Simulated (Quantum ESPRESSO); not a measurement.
**BAs (F-43m): phonon deformation potentials, worked out**

Aim: the phonon deformation potentials p and q of BAs (F-43m), tested on a biaxially strained cell.

Main program and level: Quantum ESPRESSO 7.5; DFT PBE, scalar-relativistic, plane waves, PseudoDojo norm-conserving pseudopotentials.

### 1. The relaxed structure

Symmetry: F-43m, No. 216, cubic system. Conventional cell: a = 4.809 Å, b = 4.809 Å, c = 4.809 Å, α = 90.00°, β = 90.00°, γ = 90.00°. Nearest to B lie 4 As at 2.08 Å. As has 4 B at 2.08 Å nearest. Farther neighbours are not listed.

As a file:

```
CELL_PARAMETERS angstrom
-2.40448 0.00000 2.40448
0.00000 2.40448 2.40448
-2.40448 2.40448 0.00000
ATOMIC_POSITIONS crystal
B 0.00000 0.00000 0.00000
As 0.25000 0.25000 0.25000
```

This is the cell after its relaxation at this level of theory, not the database cell from which that began.

### 2. Uniaxial strain

The relaxed cell is stretched along z alone. This keeps all atoms on sites fixed by symmetry and splits the threefold mode into a singlet, polarised along z, and a doublet. The macroscopic field is left out, so these are transverse modes. Cutoff 92 Ry, k mesh 12×12×12.

From the response at ε_zz = 0.01:

Log:

```text
[banners, grids, parts of the stress and lines that vanish by symmetry left out]
Program PHONON v.7.5
     Reading xml data from directory:

[...]
Exchange-correlation= PBE
                           (   1   4   3   4   0   0   0)
[...]
kinetic-energy cut-off    =      92.0000  Ry
     charge density cut-off    =     368.0000  Ry
     convergence threshold     =      1.0E-18
[...]
Exchange-correlation= PBE
                           (   1   4   3   4   0   0   0)
[...]
q = (   0.0000000   0.0000000   0.0000000 )
      9 Sym.Ops. (with q -> -q+G )
     G cutoff =  388.7779  (  22541 G-vectors)     FFT grid: ( 40, 40, 40)
     number of k points=   163
[...]
Mode symmetry, D_2d (-42m) point group:
[...]
Representation #   1 mode #   1
[...]
End of self-consistent calculation
     Convergence has been achieved
     Representation #   2 mode #   2
[...]
End of self-consistent calculation
     Convergence has been achieved
     Representation #   3 modes #   3   4
[...]
End of self-consistent calculation
     Convergence has been achieved
     Representation #   4 modes #   5   6
[...]
End of self-consistent calculation
     Convergence has been achieved
[...]
q = (    0.000000000   0.000000000   0.000000000 )
[...]
freq (    1) =      -0.122809 [THz] =      -4.096472 [cm-1]
     freq (    2) =      -0.122809 [THz] =      -4.096472 [cm-1]
     freq (    3) =      -0.119063 [THz] =      -3.971505 [cm-1]
     freq (    4) =      20.102231 [THz] =     670.538255 [cm-1]
     freq (    5) =      20.131279 [THz] =     671.507175 [cm-1]
     freq (    6) =      20.131279 [THz] =     671.507175 [cm-1]
[...]
Mode symmetry, D_2d (-42m) point group:
     freq (   1-   2) =         -4.1  [cm-1]   --> E    X_5  W_3   I+R
     freq (   3-   3) =         -4.0  [cm-1]   --> B_2  X_3  W_2   I+R
     freq (   4-   4) =        670.5  [cm-1]   --> B_2  X_3  W_2   I+R
     freq (   5-   6) =        671.5  [cm-1]   --> E    X_5  W_3   I+R

   JOB DONE.
```

```csv
ε_zz,singlet (cm⁻¹),doublet (cm⁻¹),σ_zz (GPa),σ_xx (GPa)
-0.01,685.21,684.53,-2.702,-0.665
-0.005,681.63,681.26,-1.342,-0.323
0,678.00,678.00,0.003,0.003
0.005,674.30,674.75,1.330,0.311
0.01,670.54,671.51,2.642,0.603
```

Stress is counted positive in tension.

### 3. The fit

To first order ω² − ω₀² = p ε_zz + q (ε_xx + ε_yy) for the mode along z, and likewise for x and y. With ε_zz alone the singlet gives p and the doublet q.

The linear terms of parabolas through ω² are p = -2.16 ω₀² and q = -1.92 ω₀², with ω₀ = 678.0 cm⁻¹. Those of the stresses are C11 = 267 GPa and C12 = 63 GPa. Under hydrostatic strain p and q imply γ = −(p + 2q)/(6 ω₀²) = 1.00.

A layer held to an in-plane strain ε and free along z takes ε_zz = −2 (C12/C11) ε = -0.475 ε. To first order the singlet then shifts by (q − p C12/C11) ε / ω₀ = -954 ε cm⁻¹. For ε = 0.006, ε_zz = -0.00285, the formulas for ω² predict 672.25 cm⁻¹ for the singlet and 671.52 cm⁻¹ for the doublet.

### 4. A biaxially strained cell

This run was no part of the fit.

Log:

```text
[banners, grids, parts of the stress and lines that vanish by symmetry left out]
[banner, memory and clock lines left out]
Program PHONON v.7.5

[...]
Exchange-correlation= PBE
                           (   1   4   3   4   0   0   0)
[...]
kinetic-energy cut-off    =      92.0000  Ry
     charge density cut-off    =     368.0000  Ry
     convergence threshold     =      1.0E-18
[...]
Exchange-correlation= PBE
                           (   1   4   3   4   0   0   0)
[...]
q = (   0.0000000   0.0000000   0.0000000 )
      9 Sym.Ops. (with q -> -q+G )
     G cutoff =  386.1305  (  22491 G-vectors)     FFT grid: ( 40, 40, 40)
     number of k points=   163
[...]
Mode symmetry, D_2d (-42m) point group:
[...]
Representation #   1 mode #   1
[...]
End of self-consistent calculation
     Convergence has been achieved
     Representation #   2 mode #   2
[...]
End of self-consistent calculation
     Convergence has been achieved
     Representation #   3 modes #   3   4
[...]
End of self-consistent calculation
     Convergence has been achieved
     Representation #   4 modes #   5   6
[...]
End of self-consistent calculation
     Convergence has been achieved
[...]
q = (    0.000000000   0.000000000   0.000000000 )
[...]
freq (    1) =      -0.089906 [THz] =      -2.998926 [cm-1]
     freq (    2) =      -0.087953 [THz] =      -2.933794 [cm-1]
     freq (    3) =      -0.087953 [THz] =      -2.933794 [cm-1]
     freq (    4) =      20.130681 [THz] =     671.487231 [cm-1]
     freq (    5) =      20.130681 [THz] =     671.487231 [cm-1]
     freq (    6) =      20.155932 [THz] =     672.329531 [cm-1]
[...]
Mode symmetry, D_2d (-42m) point group:
     freq (   1-   1) =         -3.0  [cm-1]   --> B_2  X_3  W_2   I+R
     freq (   2-   3) =         -2.9  [cm-1]   --> E    X_5  W_3   I+R
     freq (   4-   5) =        671.5  [cm-1]   --> E    X_5  W_3   I+R
     freq (   6-   6) =        672.3  [cm-1]   --> B_2  X_3  W_2   I+R
```

```csv
mode,predicted (cm⁻¹),run (cm⁻¹)
singlet,672.25,672.33
doublet,671.52,671.49
```

The stress along z is 0.002 GPa and that in the plane 1.764 GPa; the unstrained cell carries 0.003 GPa.

### 5. Results

* p (in units of the squared frequency): -2.163
* q (same units): -1.920
* shift of the singlet per unit of biaxial strain: -954 cm⁻¹
* C11 and C12: 267 and 63 GPa

To first order, one per cent of tensile biaxial strain moves the singlet of BAs (F-43m) by -9.5 cm⁻¹ and the doublet by -10.8 cm⁻¹; the formulas miss the test run by up to 0.08 cm⁻¹. In backscattering from (001) the mode polarised along z is the one seen in diamond and zinc-blende crystals; in a polar crystal it is the LO mode, whose potentials differ somewhat from these. The third potential, r, needs shear strain and a relaxation of the atoms, which was not run. These are harmonic values at zero temperature.

[Host names and launcher messages were left out of these logs when they were recorded.]

[Logs are printed without paths, hosts, clocks, repeated set-up lines and the standing remarks that a program may print on its own settings, such as how far it seeks lower states.]

[Hosts, paths, dates, database ids (printed as entryN), source tags and the programs' standing remarks are cut or masked in the printed files.]
